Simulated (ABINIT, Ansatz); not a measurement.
Entries from a set of simulations; values are calculated unless marked as measured.

```cif
data_sr2sis4
_symmetry_space_group_name_H-M 'P2_1/m'
_symmetry_Int_Tables_number 11
_cell_length_a 6.6087
_cell_length_b 6.6595
_cell_length_c 8.2623
_cell_angle_alpha 90.000
_cell_angle_beta 108.216
_cell_angle_gamma 90.000
_cell_volume 345.41
loop_
_atom_site_label
_atom_site_type_symbol
_atom_site_symmetry_multiplicity
_atom_site_Wyckoff_symbol
_atom_site_fract_x
_atom_site_fract_y
_atom_site_fract_z
_atom_site_occupancy
Sr1 Sr 2 e 0.28367 0.75000 0.95181 1
Sr2 Sr 2 e 0.22483 0.75000 0.42926 1
Si1 Si 2 e 0.72130 0.75000 0.79685 1
S1 S 2 e 0.88645 0.75000 0.06158 1
S2 S 2 e 0.91690 0.75000 0.63567 1
S3 S 4 f 0.51038 0.50197 0.73725 1
_calc_subject 'A GW chain in ABINIT: Sr2SiS4 (P2_1/m)'
_calc_method 'RPA screening on LDA, plane waves, norm-conserving pseudopotentials (and 2 further levels or steps)'
_calc_program 'ABINIT 10.8.3'
_calc_settings 'cutoff 28 Ha, PseudoDojo scalar-relativistic 0.4.1 standard, norm-conserving, ngkpt (2, 2, 2), nband 267, ecuteps 4.2 Ha, inclvkb 2, shiftk (0, 0, 0), symchi 1, awtr 1, frequency ppm, 2×2×2 k-mesh'
_calc_notes 'The program’s warnings: nproc spkpt=  >= nkpt= * nsppol=. The cell and positions are those that the Materials Project relaxed with its own functionals (PBE, PBE+U or r2SCAN), kept fixed. Limits: no spin-orbit coupling. The 2×2×2 mesh is coarse for this cell, which bears on the long-range parts of exchange and screening.'
_calc_lda_gap '2.77 eV, indirect'
_calc_g0w0_gap_on_the_mesh '4.54 eV'
_calc_gw_settings '2×2×2 mesh, 267 bands, screening to 114.3 eV, Godby-Needs plasmon pole'
_calc_known_limits 'short of the basis limit; no spin-orbit coupling; coarse k mesh'
```

[Long decimals in the printed logs are rounded to 6 places.]

[Logs are printed without paths, hosts, clocks, repeated set-up lines and the standing remarks that a program may print on its own settings, such as how far it seeks lower states.]

[Paths, hosts, dates, memory and timing lines, banners, echoed tables and standing remarks are left out of the program output; an Ansatz launch command may be rebuilt from the run's recorded settings. Measured values are a selection of at most five: reports struck by readers or far from the other reports are left out. None is set beside runs whose start may be inverted or whose files or cutoffs have a known fault.]

[Runs of the session that timed out or met a known fault of the program may be left out.]

[Hosts, paths, dates, database ids (printed as entryN), source tags and the programs' standing remarks are cut or masked in the printed files.]

[G0W0 gaps are taken among the corrected bands and points alone; a level outside them can change the order at an edge.]

[Where Ansatz stands beside ABINIT at settings called matched, ABINIT's density can come from a denser mesh and the files from another edition; pairs whose starting gaps differed by over 0.03 eV were left out, so agreement reads better than it is.]
